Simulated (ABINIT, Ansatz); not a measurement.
Planning a run of ABINIT 10.8.3 on BiOBr (P4/nmm). The input:

```
acell 3*1.0 Angstrom
rprim 
  3.916000000000 0.000000000000 0.000000000000
  0.000000000000 3.916000000000 0.000000000000
  0.000000000000 0.000000000000 8.077000000000
ntypat 3
znucl 83 35 8
natom 6
typat 1 1 2 2 3 3
xred 
  0.000000000000 0.500000000000 0.154000000000
  0.500000000000 0.000000000000 0.846000000000
  0.000000000000 0.500000000000 0.653000000000
  0.500000000000 0.000000000000 0.347000000000
  0.000000000000 0.000000000000 0.000000000000
  0.500000000000 0.500000000000 0.000000000000
pp_dirpath "pseudos"
pseudos "Bi.upf, Br.upf, O.upf"
ecut 42
ngkpt 4 4 2
nshiftk 1
shiftk 0.11 0.21 0.31
kptopt 3
chksymbreak 0
iscf -2
irdden 1
istwfk *1
nband 66
nbdbuf 6
tolwfr 1e-09
nstep 60
prtvol 0
indata_prefix "in"
outdata_prefix "out"
tmpdata_prefix "tmp"
```

The database entry behind the starting cell differs from later determinations by our own check (0.1 to 0.3 % short, probably kX units), so it need not match the best structure at ambient conditions.

```sh
OMP_NUM_THREADS=1 mpirun -n 8 abinit run.abi > log
```

How long will it take on 8 MPI ranks of Arm Neoverse N1, shared host, and how much memory?

It took 2.1 min; on shared hardware allow 63 s to 4.2 min. Peak host memory was 1.0 GiB.

[Paths, hosts, dates, memory and timing lines, banners, echoed tables and standing remarks are left out of the program output.]

[Logs are printed without paths, hosts, clocks, repeated set-up lines and the standing remarks that a program may print on its own settings, such as how far it seeks lower states.]

[Runs of the session that timed out or met a known fault of the program may be left out.]

[Hosts, paths, dates, database ids (printed as entryN), source tags and the programs' standing remarks are cut or masked in the printed files.]

[G0W0 gaps are taken among the corrected bands and points alone; a level outside them can change the order at an edge.]

[Where Ansatz stands beside ABINIT at settings called matched, ABINIT's density can come from a denser mesh and the files from another edition; pairs whose starting gaps differed by over 0.03 eV were left out, so agreement reads better than it is.]
